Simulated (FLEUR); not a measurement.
## Co (volume factor 0.88 on the database's cell): from one collinear state to anisotropy

Wanted: anisotropy for Co (volume factor 0.88 on the database's cell), with the cost of each step.

Program: FLEUR MaX-R8.1. Level of theory: PBE; all-electron FLAPW, Dirac cores, scalar-relativistic bands. Results are calculated unless marked as measured.

## (1) Starting point

It takes space group P6_3/mmc (No. 194, hexagonal). Conventional cell: a = 2.403 Å, b = 2.403 Å, c = 3.900 Å, α = 90.00°, β = 90.00°, γ = 120.00°. Nearest to Co lie 12 Co at 2.39 to 2.40 Å.

As a file:

```xyz
2
Lattice="2.4028 0.0000 0.0000 -1.2014 2.0809 0.0000 0.0000 0.0000 3.9001" Properties=species:S:1:pos:R:3 pbc="T T T"
Co    0.0000    1.3873    0.9750
Co    1.2014    0.6936    2.9251
```

The cell is strained on purpose: volume factor 0.88 on the database's cell.

## (2) Reference state

The force theorems are single passes in this state's potential, so it has to be converged first.

No symmetry is used, so that later steps may turn the spins freely; k and −k are joined. inpgen writes inp.xml from crystal.txt; cutoffs, mixing, functional, smearing and local orbitals are then set in the file. The k list scf (kpts.xml, not shown) is a Γ-centred 14×14×8 mesh; where the ranks do not divide the number of points, some are split in two of half the weight.

File inp.xml:

```
<?xml version="1.0" encoding="UTF-8" standalone="no"?>
<fleurInput fleurInputVersion="0.39">
   <comment>
      Co
   </comment>
   <calculationSetup>
      <cutoffs Kmax="3.73" Gmax="11.2" GmaxXC="11.2" numbands="0"/>
      <scfLoop itmax="110" minDistance="0.00002" maxIterBroyd="15" imix="Anderson" alpha="0.05" precondParam="0.0" spinf="2.0" sdNocoIR="T"/>
      <coreElectrons ctail="F" frcor="F" kcrel="0" coretail_lmax="0"/>
      <xcFunctional name="pbe" relativisticCorrections="F"/>
      <magnetism jspins="2" l_noco="F" l_ss="F">
         <qss>0.0 0.0 0.0</qss>
         <mtNocoParams l_mperp="F" l_mtNocoPot="F" l_relaxSQA="F" mag_mixing_scheme="0" mix_RelaxWeightOffD="1.0" l_constrained="F" mix_constr="1.0"/>
         <sourceFreeMag l_sourceFree="F" l_scaleMag="F" mag_scale="1.0"/>
      </magnetism>
      <soc l_soc="F" theta="0.0" phi="0.0" spav="F"/>
      <expertModes spex="0" secvar="F"/>
      <geometryOptimization l_f="F" forcealpha="1.0" forcemix="BFGS" epsdisp="0.00001" epsforce="0.00001"/>
      <ldaU l_linMix="F" mixParam="0.05" spinf="1.0"/>
   </calculationSetup>
   <cell>
      <bzIntegration valenceElectrons="34.0" mode="hist" fermiSmearingEnergy="0.00183747">
         <kPointListSelection listName="scf"/>
         <xi:include xmlns:xi="http://www.w3.org/2001/XInclude" href="kpts.xml"> </xi:include>
      </bzIntegration>
      <xi:include xmlns:xi="http://www.w3.org/2001/XInclude" href="sym.xml"> </xi:include>
      <bulkLattice scale="1.0">
         <bravaisMatrix>
            <row-1>    4.5406362615408895    -0.0000000058770482     0.0000000000000000</row-1>
            <row-2>   -2.2703181256681844     3.9323063547856689     0.0000000000000000</row-2>
            <row-3>    0.0000000000000000     0.0000000000000000     7.3701585396913840</row-3>
         </bravaisMatrix>
      </bulkLattice>
   </cell>
   <atomSpecies>
      <species name="Cobalt (Co2.000" element="Co" atomicNumber="27">
         <mtSphere radius="2.2" gridPoints="727" logIncrement="0.017"/>
         <atomicCutoffs lmax="8" lnonsphr="6"/>
         <electronConfig flipSpins="F">
            <coreConfig>(1s1/2) (2s1/2) (2p1/2) (2p3/2)</coreConfig>
            <valenceConfig>(3s1/2) (3p1/2) (3p3/2) (4s1/2) (3d3/2) (3d5/2)</valenceConfig>
            <stateOccupation state="(3d3/2)" spinUp="1.5" spinDown="1.3"/>
            <stateOccupation state="(3d5/2)" spinUp="3.0" spinDown="1.2"/>
         </electronConfig>
         <energyParameters s="4" p="4" d="3" f="4"/>
         <lo type="SCLO" l="0" n="3" eDeriv="0"/>
         <lo type="SCLO" l="1" n="3" eDeriv="0"/>
      </species>
   </atomSpecies>
   <atomGroups>
      <atomGroup species="Cobalt (Co2.000">
         <relPos label="                   1">1.000/3.000 -1.000/3.000 1.000/4.000</relPos>
         <force calculate="T" relaxXYZ="TTT"/>
         <nocoParams  alpha="0.0" beta="0.0"/>
      </atomGroup>
      <atomGroup species="Cobalt (Co2.000">
         <relPos label="                   2">-1.000/3.000 1.000/3.000 -1.000/4.000</relPos>
         <force calculate="T" relaxXYZ="TTT"/>
         <nocoParams  alpha="0.0" beta="0.0"/>
      </atomGroup>
   </atomGroups>
   <output dos="F" band="F" slice="F">
      <bandDOS minEnergy="-.5*Htr" maxEnergy="0.5*Htr" sigma="0.015" storeEVData="T"/>
      <plotting iplot="0" polar="F">
         <plot TwoD="T" vec1="  1.0  0.0  0.0" vec2="  0.0  1.0  0.0" vec3="  0.0  0.0  1.0" zero="  0.0  0.0  0.0" file="plot"/>
      </plotting>
      <moessbauerParams electricFieldGradient="F" isomerShift="F" coreHyperfine="F" valenceHyperfine="F"/>
   </output>
</fleurInput>
```

File crystal.txt:

```
Co
&input film=F cartesian=F /
2.40280123264  -0.00000000311  0.00000000000
-1.20140061362  2.08088690927  0.00000000000
0.00000000000  0.00000000000  3.90011994000
1.8897261246
1.0 1.0 1.0

2
27 0.33333333333  0.66666666667  0.25000000000 : 2.000
27 0.66666666667  0.33333333333  0.75000000000 : 2.000

&kpt div1=14 div2=14 div3=8 gamma=T /
```

Command:

```bash
> OMP_NUM_THREADS=1 inpgen -f crystal.txt -nosym -noco > inpgen.log  # inp.xml is then edited as shown
> OMP_NUM_THREADS=1 mpirun -n 8 fleur_MPI > fleur.log
```

The log of the run:

```text
Welcome to FLEUR        (www.flapw.de)
      MaX-Release 8.1          (www.max-centre.eu)

 ========== k-point set info ==========
 Selected k-point list: scf
 k-point list type: mesh
 0 x 0 x 0
 Number of k points: 792

 ------------Calculation Setup---------------------------
 Number of MPI-tasks      :            8
 Number of PE/node        :            8
 Number of OMP-threads    :            1
 k-points in parallel     :            8
 pe's per k-point         :            1
 No of k-point loops      :           99
 Eigenvalue solver        :       lapack
 Number of basis functions:          136
 Approximate size of matrices (H+S) per k-point:         0.001 GB
 --------------------------------------------------------
 Iteration:     1   Distance:      11.76797239 me/bohr^3
 Iteration:     2   Distance:       9.60710040 me/bohr^3
 Iteration:     3   Distance:       6.78169481 me/bohr^3
 Iteration:     4   Distance:       2.31587303 me/bohr^3
 Iteration:     5   Distance:       0.34784223 me/bohr^3
 Iteration:     6   Distance:       0.38839236 me/bohr^3
 Iteration:     7   Distance:       0.24977269 me/bohr^3
 Iteration:     8   Distance:       0.18020201 me/bohr^3
 Iteration:     9   Distance:       0.13025365 me/bohr^3
 Iteration:    10   Distance:       0.04483653 me/bohr^3
 Iteration:    11   Distance:       0.03957429 me/bohr^3
 Iteration:    12   Distance:       0.00284317 me/bohr^3
 Iteration:    13   Distance:       0.00202747 me/bohr^3
 Iteration:    14   Distance:       0.00054546 me/bohr^3
 Iteration:    15   Distance:       0.00009781 me/bohr^3
 Iteration:    16   Distance:       0.00009277 me/bohr^3
 Iteration:    17   Distance:       0.00007288 me/bohr^3
 Iteration:    18   Distance:       0.00003966 me/bohr^3
 Iteration:    19   Distance:       0.00000774 me/bohr^3

 ********************************************************************
 Run finished successfully
 Stop message:
   all done
 ********************************************************************

--- out.xml (last complete iteration) ---
<iteration numberForCurrentRun="   19" overallNumber="   19">
         <energyParameters units="Htr">
            <atomicEP atomType="1" spin="1" branch="4s" branchLowest="-3.09" branchHighest="2.08" value="0.2324451047"/>
            <atomicEP atomType="1" spin="1" branch="4p" branchLowest="-1.73" branchHighest="2.70" value="0.3659790117"/>
            <atomicEP atomType="1" spin="1" branch="3d" branchLowest="-9.99" branchHighest="0.47" value="0.3274988796"/>
            <atomicEP atomType="1" spin="1" branch="4f" branchLowest="-9.99" branchHighest="3.88" value="0.6808587488"/>
            <loAtomicEP atomType="1" spin="1" branch="3s" branchLowest="-32.35" branchHighest="-3.09" value="-3.1019693388"/>
            <loAtomicEP atomType="1" spin="1" branch="3p" branchLowest="-27.60" branchHighest="-1.73" value="-1.7527049657"/>
            <atomicEP atomType="2" spin="1" branch="4s" branchLowest="-3.09" branchHighest="2.08" value="0.2324451047"/>
            <atomicEP atomType="2" spin="1" branch="4p" branchLowest="-1.73" branchHighest="2.70" value="0.3659790117"/>
            <atomicEP atomType="2" spin="1" branch="3d" branchLowest="-9.99" branchHighest="0.47" value="0.3274988796"/>
            <atomicEP atomType="2" spin="1" branch="4f" branchLowest="-9.99" branchHighest="3.88" value="0.6808587488"/>
            <loAtomicEP atomType="2" spin="1" branch="3s" branchLowest="-32.35" branchHighest="-3.09" value="-3.1019693388"/>
            <loAtomicEP atomType="2" spin="1" branch="3p" branchLowest="-27.60" branchHighest="-1.73" value="-1.7527049657"/>
            <atomicEP atomType="1" spin="2" branch="4s" branchLowest="-3.02" branchHighest="2.13" value="0.2188341409"/>
            <atomicEP atomType="1" spin="2" branch="4p" branchLowest="-1.66" branchHighest="2.74" value="0.3479960799"/>
            <atomicEP atomType="1" spin="2" branch="3d" branchLowest="-9.99" branchHighest="0.54" value="0.3707836648"/>
            <atomicEP atomType="1" spin="2" branch="4f" branchLowest="-9.99" branchHighest="3.93" value="0.6598098203"/>
            <loAtomicEP atomType="1" spin="2" branch="3s" branchLowest="-32.32" branchHighest="-3.02" value="-3.0305921739"/>
            <loAtomicEP atomType="1" spin="2" branch="3p" branchLowest="-27.58" branchHighest="-1.66" value="-1.6833598162"/>
            <atomicEP atomType="2" spin="2" branch="4s" branchLowest="-3.02" branchHighest="2.13" value="0.2188341409"/>
            <atomicEP atomType="2" spin="2" branch="4p" branchLowest="-1.66" branchHighest="2.74" value="0.3479960799"/>
            <atomicEP atomType="2" spin="2" branch="3d" branchLowest="-9.99" branchHighest="0.54" value="0.3707836648"/>
            <atomicEP atomType="2" spin="2" branch="4f" branchLowest="-9.99" branchHighest="3.93" value="0.6598098203"/>
            <loAtomicEP atomType="2" spin="2" branch="3s" branchLowest="-32.32" branchHighest="-3.02" value="-3.0305921739"/>
            <loAtomicEP atomType="2" spin="2" branch="3p" branchLowest="-27.58" branchHighest="-1.66" value="-1.6833598162"/>
         </energyParameters>
         <bandgap value="0.0036448472" units="eV"/>
         <sumValenceSingleParticleEnergies value="-26.9302010770" units="Htr"/>
         <FermiEnergy value="0.4277564814" units="Htr"/>
         <valenceDensity>
            <mtCharges spin="1">
               <mtCharge atomType="1" total="8.7791212" s="1.2008874" p="3.1888692" d="4.3665282" f="0.0171778"/>
               <mtCharge atomType="2" total="8.7791212" s="1.2008874" p="3.1888692" d="4.3665282" f="0.0171778"/>
            </mtCharges>
            <mtCharges spin="2">
               <mtCharge atomType="1" total="7.2082980" s="1.2105282" p="3.2278159" d="2.7486928" f="0.0163187"/>
               <mtCharge atomType="2" total="7.2082980" s="1.2105282" p="3.2278159" d="2.7486928" f="0.0163187"/>
            </mtCharges>
            <spinDependentCharge spin="1" total="18.5152869" interstitial="0.9570445" mtSpheres="17.5582423"/>
            <spinDependentCharge spin="2" total="15.4847131" interstitial="1.0681171" mtSpheres="14.4165961"/>
            <totalCharge value="34.0000000000"/>
         </valenceDensity>
         <coreStates atomType="     1" atomicNumber=" 27" spin="1" kinEnergy="    624.7515019511" eigValSum="   -393.4575090682" lostElectrons=" 0.000000">
            <state n="1" l="0" j="0.5" energy="-278.2844587694" weight="1.0000000000"/>
            <state n="2" l="0" j="0.5" energy="-32.3518607810" weight="1.0000000000"/>
            <state n="2" l="1" j="0.5" energy="-27.9699653493" weight="1.0000000000"/>
            <state n="2" l="1" j="1.5" energy="-27.4256120842" weight="2.0000000000"/>
         </coreStates>
         <coreStates atomType="     1" atomicNumber=" 27" spin="2" kinEnergy="    625.0933422915" eigValSum="   -393.3469811157" lostElectrons=" 0.000000">
            <state n="1" l="0" j="0.5" energy="-278.2847930494" weight="1.0000000000"/>
            <state n="2" l="0" j="0.5" energy="-32.3178004108" weight="1.0000000000"/>
            <state n="2" l="1" j="0.5" energy="-27.9448964196" weight="1.0000000000"/>
            <state n="2" l="1" j="1.5" energy="-27.3997456180" weight="2.0000000000"/>
         </coreStates>
         <coreStates atomType="     2" atomicNumber=" 27" spin="1" kinEnergy="    624.7515019511" eigValSum="   -393.4575090682" lostElectrons=" 0.000000">
            <state n="1" l="0" j="0.5" energy="-278.2844587694" weight="1.0000000000"/>
            <state n="2" l="0" j="0.5" energy="-32.3518607810" weight="1.0000000000"/>
            <state n="2" l="1" j="0.5" energy="-27.9699653493" weight="1.0000000000"/>
            <state n="2" l="1" j="1.5" energy="-27.4256120842" weight="2.0000000000"/>
         </coreStates>
         <coreStates atomType="     2" atomicNumber=" 27" spin="2" kinEnergy="    625.0933422915" eigValSum="   -393.3469811157" lostElectrons=" 0.000000">
            <state n="1" l="0" j="0.5" energy="-278.2847930494" weight="1.0000000000"/>
            <state n="2" l="0" j="0.5" energy="-32.3178004108" weight="1.0000000000"/>
            <state n="2" l="1" j="0.5" energy="-27.9448964196" weight="1.0000000000"/>
            <state n="2" l="1" j="1.5" energy="-27.3997456180" weight="2.0000000000"/>
         </coreStates>
         <allElectronCharges>
            <spinDependentCharge spin="1" total="28.5152869" interstitial="0.9570445" mtSpheres="27.5582423"/>
            <spinDependentCharge spin="2" total="25.4847131" interstitial="1.0681171" mtSpheres="24.4165961"/>
            <totalCharge value="54.0000000003"/>
         </allElectronCharges>
         <magneticMomentsInMTSpheres units="muBohr">
            <globalMagMoment atomType="1" vec="0.00000   0.00000   1.57082"/>
            <localMagMoment atomType="1" vec="0.00000   0.00000   1.57082"/>
            <globalMagMoment atomType="2" vec="0.00000   0.00000   1.57082"/>
            <localMagMoment atomType="2" vec="0.00000   0.00000   1.57082"/>
         </magneticMomentsInMTSpheres>
         <moessbauerParams unitsHFF="kG" unitsIS="e/bohr^3" unitsEFG="Htr/bohr^2">
         </moessbauerParams>
         <totalEnergy value="    -2786.9434571836" units="Htr">
            <sumOfEigenvalues value="    -1600.5391814448">
               <coreElectrons value="-1573.6089803678"/>
               <valenceElectrons value="-26.9302010770"/>
            </sumOfEigenvalues>
            <densityCoulombPotentialIntegral value="-4273.9908949559"/>
            <densityEffectivePotentialIntegral value="-4429.1636608111"/>
            <chargeDenXCDenIntegral value="-119.4889583873"/>
            <FockExchangeEnergyValence value="0.0000000000"/>
            <FockExchangeEnergyCore value="0.0000000000"/>
            <atomTypeDependentContributions atomType="1">
               <electronNucleiInteractionDifferentMTs value="1668.3797077406"/>
               <MadelungTerm value="-11.1620576017"/>
            </atomTypeDependentContributions>
            <atomTypeDependentContributions atomType="2">
               <electronNucleiInteractionDifferentMTs value="1668.3797077407"/>
               <MadelungTerm value="-11.1620576017"/>
            </atomTypeDependentContributions>
            <tkbTimesEntropy value="0.0004057887"/>
            <freeEnergy value="-2786.9438629723"/>
            <extrapolationTo0K value="-2786.9436600779"/>
         </totalEnergy>
         <densityConvergence units="me/bohr^3">
            <chargeDensity spin="1" distance="0.0000038030"/>
            <chargeDensity spin="2" distance="0.0000056856"/>
            <overallChargeDensity distance="0.0000077435"/>
            <spinDensity distance="0.0000057978"/>
         </densityConvergence>
      </iteration>
```

Wall time 72 s (8 MPI ranks of Arm Neoverse V2, shared host); peak memory 0.75 GiB; 9.6 min of CPU time.

This step gave:

```yaml
free_energy: -75836.6059 eV
program_s_band_gap_on_this_mesh_in_a_metal_only_a_level_spacing: 0.003645 eV
magnetization: 3.031 μB
final_state: ferromagnetic
largest_moment: 1.571 μB
```

After 19 cycles the largest moment stands at 1.57 μB.

## (3) Energy against the direction of the moments, rung 1

Anisotropy is a small difference, so it is taken from sums over occupied states at a frozen potential, where most errors cancel.

One pass with spin–orbit coupling for each direction, from the saved density. Inversion lets half of the mesh serve, which the program's warning doesn't know. The k list mae (kpts.xml, not shown) is a Γ-centred 18×18×10 mesh.

inp.xml: that of step 2 with these lines changed.

```diff
@@ -6,4 +6,4 @@
    <calculationSetup>
-      <cutoffs Kmax="3.73" Gmax="11.2" GmaxXC="11.2" numbands="0"/>
-      <scfLoop itmax="110" minDistance="0.00002" maxIterBroyd="15" imix="Anderson" alpha="0.05" precondParam="0.0" spinf="2.0" sdNocoIR="T"/>
+      <cutoffs Kmax="3.73" Gmax="11.2" GmaxXC="11.2" numbands="74"/>
+      <scfLoop itmax="1" minDistance="0.00002" maxIterBroyd="15" imix="Anderson" alpha="0.05" precondParam="0.0" spinf="2.0" sdNocoIR="T"/>
       <coreElectrons ctail="F" frcor="F" kcrel="0" coretail_lmax="0"/>
@@ -15,3 +15,3 @@
       </magnetism>
-      <soc l_soc="F" theta="0.0" phi="0.0" spav="F"/>
+      <soc l_soc="T" theta="0.0" phi="0.0" spav="F"/>
       <expertModes spex="0" secvar="F"/>
@@ -22,3 +22,3 @@
       <bzIntegration valenceElectrons="34.0" mode="hist" fermiSmearingEnergy="0.00183747">
-         <kPointListSelection listName="scf"/>
+         <kPointListSelection listName="mae"/>
          <xi:include xmlns:xi="http://www.w3.org/2001/XInclude" href="kpts.xml"> </xi:include>
@@ -68,2 +68,5 @@
    </output>
+   <forceTheorem>
+      <MAE theta="0.0 1.5707963 1.5707963 0.7853982" phi="0.0 0.0 0.5235988 0.0"/>
+   </forceTheorem>
 </fleurInput>
```

Command:

```bash
> OMP_NUM_THREADS=1 mpirun -n 8 fleur_MPI -warn_only > fleur.log
```

The log of the run:

```text
[banner, memory and clock lines left out]
Welcome to FLEUR        (www.flapw.de)
      MaX-Release 8.1          (www.max-centre.eu)
************FLEUR-Warning*****************
Error message: k-point set is not compatible to missing time-reversal symmetry in calculation.
Error occurred in subroutine: gen_bz
Error from PE:0/8
*****************************************

 ========== k-point set info ==========
 Selected k-point list: mae
 k-point list type: mesh
 0 x 0 x 0
 Number of k points: 1624

 [... set-up left out ...]
 ********************************************************************
 Run finished successfully
 Stop message:
   Forcetheorem MAE
 ********************************************************************

--- out.xml (force theorem) ---
<Forcetheorem_MAE Angles="4" units="Htr">
            <Angle theta="0.0000000" phi="0.0000000" ev-sum="-26.931577874"/>
            <Angle theta="1.5707963" phi="0.0000000" ev-sum="-26.931577984"/>
            <Angle theta="1.5707963" phi="0.5235988" ev-sum="-26.931577909"/>
            <Angle theta="0.7853982" phi="0.0000000" ev-sum="-26.931577956"/>
         </Forcetheorem_MAE>
```

Wall time 54 s (8 MPI ranks); peak memory 1.6 GiB; 7.2 min of CPU time.

Anisotropy energies, by row:

```tsv
axis	x	y	z	band energy less the first axis' (meV a cell)
[001]	0	0	1	0
[100]	1	0	0	-0.002993
[210]	0.866	0.5	0	-9.52e-4
45 degrees from [001] toward [100]	0.7071	0	0.7071	-0.002231
```

Indices are those of the standard conventional cell; x, y, z give the same directions in the axes of the input.

## (4) Anisotropy by the force theorem, rung 2

A second rung shows how far the first can be trusted.

The k list mae (kpts.xml, not shown) is a Γ-centred 27×27×15 mesh.

inp.xml is that of step 3.

The log of the run:

```text
[banner, memory and clock lines left out]
Welcome to FLEUR        (www.flapw.de)
      MaX-Release 8.1          (www.max-centre.eu)
************FLEUR-Warning*****************
Error message: k-point set is not compatible to missing time-reversal symmetry in calculation.
Error occurred in subroutine: gen_bz
Error from PE:0/8
Other PEs with error messages:
     1-k-point set is not compatible to missing time-reversal symmetry in calculation.
     3-k-point set is not compatible to missing time-reversal symmetry in calculation.
[...]
*****************************************
 [... set-up left out ...]
 ********************************************************************
 Run finished successfully
 Stop message:
   Forcetheorem MAE
 ********************************************************************

--- out.xml (force theorem) ---
<Forcetheorem_MAE Angles="4" units="Htr">
            <Angle theta="0.0000000" phi="0.0000000" ev-sum="-26.931570587"/>
            <Angle theta="1.5707963" phi="0.0000000" ev-sum="-26.931571384"/>
            <Angle theta="1.5707963" phi="0.5235988" ev-sum="-26.931571388"/>
            <Angle theta="0.7853982" phi="0.0000000" ev-sum="-26.931570990"/>
         </Forcetheorem_MAE>
```

Elapsed: 3 min, on 8 MPI ranks; peak memory 4.4 GiB; 24 min of CPU time.

Anisotropy energies, by row:

```tsv
axis	x	y	z	band energy less the first axis' (meV a cell)
[001]	0	0	1	0
[100]	1	0	0	-0.02169
[210]	0.866	0.5	0	-0.0218
45 degrees from [001] toward [100]	0.7071	0	0.7071	-0.01097
```

(Continued in part 2 of 2.)

[Logs and program files are shortened in this print: banners, set-up blocks, solver, clock and traceback lines can be left out without a mark of their own.]

[Logs are printed without paths, hosts, clocks, repeated set-up lines and the standing remarks that a program may print on its own settings, such as how far it seeks lower states.]

[Hosts, paths, dates, database ids (printed as entryN), source tags and the programs' standing remarks are cut or masked in the printed files.]

[Where a cell is said to come from a database of computed structures, the database is the Materials Project.]
